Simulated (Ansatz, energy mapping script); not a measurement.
**VOF2 monolayer: exchange couplings from total energies (0.5 holes a magnetic atom)**

Aim: the exchange couplings of VOF2 monolayer from the energies of a few collinear orders, and the ordering temperature that they give.

Program: Ansatz 0.2.0. Level of theory: LDA with U = 1.92 eV on V d, ortho-atomic projectors; plane waves, U on orthogonalised atomic orbitals unless named otherwise, collinear spin, no spin–orbit coupling. Results are calculated unless marked as measured.

Report form: the programs' logs are mostly left out.

## 1. The starting structure

The cell holds 4 atoms: 1 V, 1 O and 2 F. Its edges and angles: a = 3.085 Å, b = 3.732 Å, c = 17.495 Å, α = 90.0°, β = 90.0°, γ = 90.0°. It derives from VOF2. one layer cut from the bulk crystal, unrelaxed, 15 A of vacuum. Vacuum lies along c.

The cell comes from a database of computed structures, and need not be the one that the compound takes in experiment.

This cell differs from the given one by: 0.5 holes a magnetic atom. The charge is balanced by a uniform background.

A Hubbard U penalises fractional filling of the shell. It raises the cost of virtual hops to the neighbours, so couplings that rest on such hops usually weaken.

## 2. A run to fix the orbital filling

A corrected shell can settle in several orbital fillings. One parallel run, with an occupation width a fifth wider than the orders use, therefore is to supply the occupation matrices. All orders start from them.

Contents of input.yaml:

```yaml
crystal:
  lattice:
    - [3.085137, 0.0, 0.0]
    - [0.0, 3.731866, 0.0]
    - [0.0, 0.0, 17.495121]
  atoms:
    - { symbol: V, position: [0.480221, 0.468864, 0.5], spin: 2.0 }
    - { symbol: O, position: [0.480221, 0.018247, 0.5] }
    - { symbol: F, position: [0.980221, 0.522729, 0.428691] }
    - { symbol: F, position: [0.980221, 0.522729, 0.571309] }
magnetization:
  spin_polarized: true
total_charge: 0.5
kpoints:
  mp_grid: { grid: [11, 9, 1] }
hamiltonian:
  xc: lda
  hubbard:
    sites: [{ species: V, l: d, u_eff: 1.92 }]
    projectors: ortho-atomic
scf:
  occupations: { method: fermi_dirac, width: 0.084 }
output:
  eigenvalues: true
```

Command:

```console
$ ansatz run input.yaml --threads 4 --pin off --max-ram 8192MiB --backend cpu --events-out ev --progress --plain --runs-dir out
```

Elapsed: 13 s, on 4 threads of Arm Neoverse V1, shared host; peak memory 0.6 GiB.

Read from the output:

* final state: ferromagnetic
* electrons in the corrected shells: 3.056 e
* largest moment: 0.464 μB

## 3. Order 1: parallel, cell A of 8 atoms

The parallel order is the zero of energy for this cell and mesh.

Contents of input.yaml:

```yaml
crystal:
  lattice:
    - [6.170274, 0.0, 0.0]
    - [0.0, 3.731866, 0.0]
    - [0.0, 0.0, 17.495121]
  atoms:
    - { symbol: V, position: [0.2401105, 0.468864, 0.5], spin: 2.0 }
    - { symbol: V, position: [0.7401105, 0.468864, 0.5], spin: 2.0 }
    - { symbol: O, position: [0.2401105, 0.018247, 0.5] }
    - { symbol: O, position: [0.7401105, 0.018247, 0.5] }
    - { symbol: F, position: [0.4901105, 0.522729, 0.428691] }
    - { symbol: F, position: [0.9901105, 0.522729, 0.428691] }
    - { symbol: F, position: [0.4901105, 0.522729, 0.571309] }
    - { symbol: F, position: [0.9901105, 0.522729, 0.571309] }
magnetization:
  spin_polarized: true
total_charge: 1.0
kpoints:
  mp_grid: { grid: [6, 9, 1] }
hamiltonian:
  xc: lda
  hubbard:
    sites:
      - { species: V, l: d, u_eff: 1.92 }
      - { site: 0, l: d, u_eff: 1.92, starting_ns: [{ spin: up, occupation_matrix: v1_major }, { spin: down, occupation_matrix: v1_minor }] }
      - { site: 1, l: d, u_eff: 1.92, starting_ns: [{ spin: up, occupation_matrix: v1_major }, { spin: down, occupation_matrix: v1_minor }] }
    projectors: ortho-atomic
    occupation_matrices:
      v1_major:
        matrix:
          - [0.53, 0.0, 0.0, -0.095, 0.0]
          - [0.0, 0.263, 0.0, 0.0, 0.0]
          - [0.0, 0.0, 0.321, 0.0, 0.0]
          - [-0.095, 0.0, 0.0, 0.411, 0.0]
          - [0.0, 0.0, 0.0, 0.0, 0.339]
      v1_minor:
        matrix:
          - [0.132, 0.0, 0.0, 0.088, 0.0]
          - [0.0, 0.24, 0.0, 0.0, 0.0]
          - [0.0, 0.0, 0.258, 0.0, 0.0]
          - [0.088, 0.0, 0.0, 0.291, 0.0]
          - [0.0, 0.0, 0.0, 0.0, 0.27]
scf:
  occupations: { method: fermi_dirac, width: 0.07 }
output:
  eigenvalues: true
```

Run time: 44 s. Hardware: 4 threads; peak memory 1.1 GiB.

Spin moment in the sphere by atom:

| atom | spin moment in the sphere (μB) |
| --- | --- |
| V1 | 0.466 |
| V2 | 0.466 |
| O3 | -0.099 |
| O4 | -0.099 |
| F5 | -0.025 |
| F6 | -0.025 |
| F7 | -0.025 |
| F8 | -0.025 |

The run ends ferromagnetic.

## 4. Order 2: compensated +−, cell A of 8 atoms

This order reverses 2 of the 2 neighbours at 3.08 Å and 0 of the 2 neighbours at 3.73 Å, counted for an average magnetic atom.

input.yaml, as its differences from that of step 3:

```diff
@@ -7,3 +7,3 @@
     - { symbol: V, position: [0.2401105, 0.468864, 0.5], spin: 2.0 }
-    - { symbol: V, position: [0.7401105, 0.468864, 0.5], spin: 2.0 }
+    - { symbol: V, position: [0.7401105, 0.468864, 0.5], spin: -2.0 }
     - { symbol: O, position: [0.2401105, 0.018247, 0.5] }
@@ -25,3 +25,3 @@
       - { site: 0, l: d, u_eff: 1.92, starting_ns: [{ spin: up, occupation_matrix: v1_major }, { spin: down, occupation_matrix: v1_minor }] }
-      - { site: 1, l: d, u_eff: 1.92, starting_ns: [{ spin: up, occupation_matrix: v1_major }, { spin: down, occupation_matrix: v1_minor }] }
+      - { site: 1, l: d, u_eff: 1.92, starting_ns: [{ spin: up, occupation_matrix: v1_minor }, { spin: down, occupation_matrix: v1_major }] }
     projectors: ortho-atomic
```

It took 89 s on 4 threads; peak memory 1.7 GiB; 5.8 min of CPU time.

Spin moment in the sphere by atom:

| atom | spin moment in the sphere (μB) |
| --- | --- |
| V1 | 0.433 |
| V2 | -0.433 |
| O3 | -0.088 |
| O4 | 0.088 |
| F5 | 0.000 |
| F6 | 0.000 |
| F7 | 0.000 |
| F8 | 0.000 |

The run ends antiferromagnetic, 15.56 meV a magnetic atom above the parallel order of its cell (energies taken at zero occupation width, not the printed F).

## 5. Order 3: parallel, cell B of 8 atoms

A new cell needs its own zero of energy.

This run holds the same structure in another cell (a 6.170 → 3.085 Å, b 3.732 → 7.464 Å).

Contents of input.yaml:

```yaml
crystal:
  lattice:
    - [3.085137, 0.0, 0.0]
    - [0.0, 7.463732, 0.0]
    - [0.0, 0.0, 17.495121]
  atoms:
    - { symbol: V, position: [0.480221, 0.234432, 0.5], spin: 2.0 }
    - { symbol: V, position: [0.480221, 0.734432, 0.5], spin: 2.0 }
    - { symbol: O, position: [0.480221, 0.0091235, 0.5] }
    - { symbol: O, position: [0.480221, 0.5091235, 0.5] }
    - { symbol: F, position: [0.980221, 0.2613645, 0.428691] }
    - { symbol: F, position: [0.980221, 0.7613645, 0.428691] }
    - { symbol: F, position: [0.980221, 0.2613645, 0.571309] }
    - { symbol: F, position: [0.980221, 0.7613645, 0.571309] }
magnetization:
  spin_polarized: true
total_charge: 1.0
kpoints:
  mp_grid: { grid: [11, 5, 1] }
hamiltonian:
  xc: lda
  hubbard:
    sites:
      - { species: V, l: d, u_eff: 1.92 }
      - { site: 0, l: d, u_eff: 1.92, starting_ns: [{ spin: up, occupation_matrix: v1_major }, { spin: down, occupation_matrix: v1_minor }] }
      - { site: 1, l: d, u_eff: 1.92, starting_ns: [{ spin: up, occupation_matrix: v1_major }, { spin: down, occupation_matrix: v1_minor }] }
    projectors: ortho-atomic
    occupation_matrices:
      v1_major:
        matrix:
          - [0.53, 0.0, 0.0, -0.095, 0.0]
          - [0.0, 0.263, 0.0, 0.0, 0.0]
          - [0.0, 0.0, 0.321, 0.0, 0.0]
          - [-0.095, 0.0, 0.0, 0.411, 0.0]
          - [0.0, 0.0, 0.0, 0.0, 0.339]
      v1_minor:
        matrix:
          - [0.132, 0.0, 0.0, 0.088, 0.0]
          - [0.0, 0.24, 0.0, 0.0, 0.0]
          - [0.0, 0.0, 0.258, 0.0, 0.0]
          - [0.088, 0.0, 0.0, 0.291, 0.0]
          - [0.0, 0.0, 0.0, 0.0, 0.27]
scf:
  occupations: { method: fermi_dirac, width: 0.07 }
output:
  eigenvalues: true
```

Elapsed: 32 s, on 4 threads; peak memory 1 GiB.

The run ends ferromagnetic. For each magnetic atom its energy differs from the parallel run of the first cell by -0.01 meV, an error that one common reference would have brought in.

## 6. Order 4: compensated +−, cell B of 8 atoms

This order reverses 0 of the 2 neighbours at 3.08 Å and 2 of the 2 neighbours at 3.73 Å, counted for an average magnetic atom.

input.yaml, as its differences from that of step 5:

```diff
@@ -7,3 +7,3 @@
     - { symbol: V, position: [0.480221, 0.234432, 0.5], spin: 2.0 }
-    - { symbol: V, position: [0.480221, 0.734432, 0.5], spin: 2.0 }
+    - { symbol: V, position: [0.480221, 0.734432, 0.5], spin: -2.0 }
     - { symbol: O, position: [0.480221, 0.0091235, 0.5] }
@@ -25,3 +25,3 @@
       - { site: 0, l: d, u_eff: 1.92, starting_ns: [{ spin: up, occupation_matrix: v1_major }, { spin: down, occupation_matrix: v1_minor }] }
-      - { site: 1, l: d, u_eff: 1.92, starting_ns: [{ spin: up, occupation_matrix: v1_major }, { spin: down, occupation_matrix: v1_minor }] }
+      - { site: 1, l: d, u_eff: 1.92, starting_ns: [{ spin: up, occupation_matrix: v1_minor }, { spin: down, occupation_matrix: v1_major }] }
     projectors: ortho-atomic
```

Elapsed: 57 s, on 4 threads; peak memory 1 GiB.

The run ends antiferromagnetic, 2.65 meV a magnetic atom above the parallel order of its cell (energies taken at zero occupation width, not the printed F).

## 7. Run 5 (parallel; cell C, 8 atoms)

This run holds the same structure in another cell (a 3.085 → 4.842 Å, γ 90.0 → 39.6°).

Contents of input.yaml:

```yaml
crystal:
  lattice:
    - [3.085137, 3.731866, 0.0]
    - [0.0, 7.463732, 0.0]
    - [0.0, 0.0, 17.495121]
  atoms:
    - { symbol: V, position: [0.480221, 0.9943215, 0.5], spin: 2.0 }
    - { symbol: V, position: [0.480221, 0.4943215, 0.5], spin: 2.0 }
    - { symbol: O, position: [0.480221, 0.769013, 0.5] }
    - { symbol: O, position: [0.480221, 0.269013, 0.5] }
    - { symbol: F, position: [0.980221, 0.771254, 0.428691] }
    - { symbol: F, position: [0.980221, 0.271254, 0.428691] }
    - { symbol: F, position: [0.980221, 0.771254, 0.571309] }
    - { symbol: F, position: [0.980221, 0.271254, 0.571309] }
magnetization:
  spin_polarized: true
total_charge: 1.0
kpoints:
  mp_grid: { grid: [11, 11, 1] }
hamiltonian:
  xc: lda
  hubbard:
    sites:
      - { species: V, l: d, u_eff: 1.92 }
      - { site: 0, l: d, u_eff: 1.92, starting_ns: [{ spin: up, occupation_matrix: v1_major }, { spin: down, occupation_matrix: v1_minor }] }
      - { site: 1, l: d, u_eff: 1.92, starting_ns: [{ spin: up, occupation_matrix: v1_major }, { spin: down, occupation_matrix: v1_minor }] }
    projectors: ortho-atomic
    occupation_matrices:
      v1_major:
        matrix:
          - [0.53, 0.0, 0.0, -0.095, 0.0]
          - [0.0, 0.263, 0.0, 0.0, 0.0]
          - [0.0, 0.0, 0.321, 0.0, 0.0]
          - [-0.095, 0.0, 0.0, 0.411, 0.0]
          - [0.0, 0.0, 0.0, 0.0, 0.339]
      v1_minor:
        matrix:
          - [0.132, 0.0, 0.0, 0.088, 0.0]
          - [0.0, 0.24, 0.0, 0.0, 0.0]
          - [0.0, 0.0, 0.258, 0.0, 0.0]
          - [0.088, 0.0, 0.0, 0.291, 0.0]
          - [0.0, 0.0, 0.0, 0.0, 0.27]
scf:
  occupations: { method: fermi_dirac, width: 0.07 }
output:
  eigenvalues: true
```

The job ended after 68 s (4 threads; peak memory 1.5 GiB).

The run ends ferromagnetic. For each magnetic atom its energy differs from the parallel run of the first cell by -0.05 meV, an error that one common reference would have brought in.

## 8. Compensated +− start in cell C (8 atoms)

This order reverses 2 of the 2 neighbours at 3.08 Å and 2 of the 2 neighbours at 3.73 Å, counted for an average magnetic atom.

input.yaml, as its differences from that of step 7:

```diff
@@ -7,3 +7,3 @@
     - { symbol: V, position: [0.480221, 0.9943215, 0.5], spin: 2.0 }
-    - { symbol: V, position: [0.480221, 0.4943215, 0.5], spin: 2.0 }
+    - { symbol: V, position: [0.480221, 0.4943215, 0.5], spin: -2.0 }
     - { symbol: O, position: [0.480221, 0.769013, 0.5] }
@@ -25,3 +25,3 @@
       - { site: 0, l: d, u_eff: 1.92, starting_ns: [{ spin: up, occupation_matrix: v1_major }, { spin: down, occupation_matrix: v1_minor }] }
-      - { site: 1, l: d, u_eff: 1.92, starting_ns: [{ spin: up, occupation_matrix: v1_major }, { spin: down, occupation_matrix: v1_minor }] }
+      - { site: 1, l: d, u_eff: 1.92, starting_ns: [{ spin: up, occupation_matrix: v1_minor }, { spin: down, occupation_matrix: v1_major }] }
     projectors: ortho-atomic
```

Elapsed: 4.7 min, on 4 threads; peak memory 2.6 GiB; 18 min of CPU time.

The run ends antiferromagnetic, 16.21 meV a magnetic atom above the parallel order of its cell (energies taken at zero occupation width, not the printed F).

## 9. Order 7: parallel, cell D of 12 atoms

The parallel order again, as the reference for this cell.

Contents of input.yaml:

```yaml
crystal:
  lattice:
    - [3.085137, 3.731866, 0.0]
    - [0.0, 11.195598, 0.0]
    - [0.0, 0.0, 17.495121]
  atoms:
    - { symbol: V, position: [0.480221, 0.996214333, 0.5], spin: 2.0 }
    - { symbol: V, position: [0.480221, 0.329547667, 0.5], spin: 2.0 }
    - { symbol: V, position: [0.480221, 0.662881, 0.5], spin: 2.0 }
    - { symbol: O, position: [0.480221, 0.846008667, 0.5] }
    - { symbol: O, position: [0.480221, 0.179342, 0.5] }
    - { symbol: O, position: [0.480221, 0.512675333, 0.5] }
    - { symbol: F, position: [0.980221, 0.847502667, 0.428691] }
    - { symbol: F, position: [0.980221, 0.180836, 0.428691] }
    - { symbol: F, position: [0.980221, 0.514169333, 0.428691] }
    - { symbol: F, position: [0.980221, 0.847502667, 0.571309] }
    - { symbol: F, position: [0.980221, 0.180836, 0.571309] }
    - { symbol: F, position: [0.980221, 0.514169333, 0.571309] }
magnetization:
  spin_polarized: true
total_charge: 1.5
kpoints:
  mp_grid: { grid: [11, 5, 1] }
hamiltonian:
  xc: lda
  hubbard:
    sites:
      - { species: V, l: d, u_eff: 1.92 }
      - { site: 0, l: d, u_eff: 1.92, starting_ns: [{ spin: up, occupation_matrix: v1_major }, { spin: down, occupation_matrix: v1_minor }] }
      - { site: 1, l: d, u_eff: 1.92, starting_ns: [{ spin: up, occupation_matrix: v1_major }, { spin: down, occupation_matrix: v1_minor }] }
      - { site: 2, l: d, u_eff: 1.92, starting_ns: [{ spin: up, occupation_matrix: v1_major }, { spin: down, occupation_matrix: v1_minor }] }
    projectors: ortho-atomic
    occupation_matrices:
      v1_major:
        matrix:
          - [0.53, 0.0, 0.0, -0.095, 0.0]
          - [0.0, 0.263, 0.0, 0.0, 0.0]
          - [0.0, 0.0, 0.321, 0.0, 0.0]
          - [-0.095, 0.0, 0.0, 0.411, 0.0]
          - [0.0, 0.0, 0.0, 0.0, 0.339]
      v1_minor:
        matrix:
          - [0.132, 0.0, 0.0, 0.088, 0.0]
          - [0.0, 0.24, 0.0, 0.0, 0.0]
          - [0.0, 0.0, 0.258, 0.0, 0.0]
          - [0.088, 0.0, 0.0, 0.291, 0.0]
          - [0.0, 0.0, 0.0, 0.0, 0.27]
scf:
  occupations: { method: fermi_dirac, width: 0.07 }
output:
  eigenvalues: true
```

The job ended after 2.3 min (4 threads; peak memory 2.3 GiB; 9 min of CPU time).

The run ends ferromagnetic. For each magnetic atom its energy differs from the parallel run of the first cell by 0.01 meV, an error that one common reference would have brought in.

[end of part 1 of 2]

[Logs and program files are shortened in this print: banners, set-up blocks, solver, clock and traceback lines can be left out without a mark of their own.]

[Logs are printed without paths, hosts, clocks, repeated set-up lines and the standing remarks that a program may print on its own settings, such as how far it seeks lower states.]

[Hosts, paths, dates, database ids (printed as entryN), source tags and the programs' standing remarks are cut or masked in the printed files.]

[Where a cell is said to come from a database of computed structures, the database is the Materials Project.]
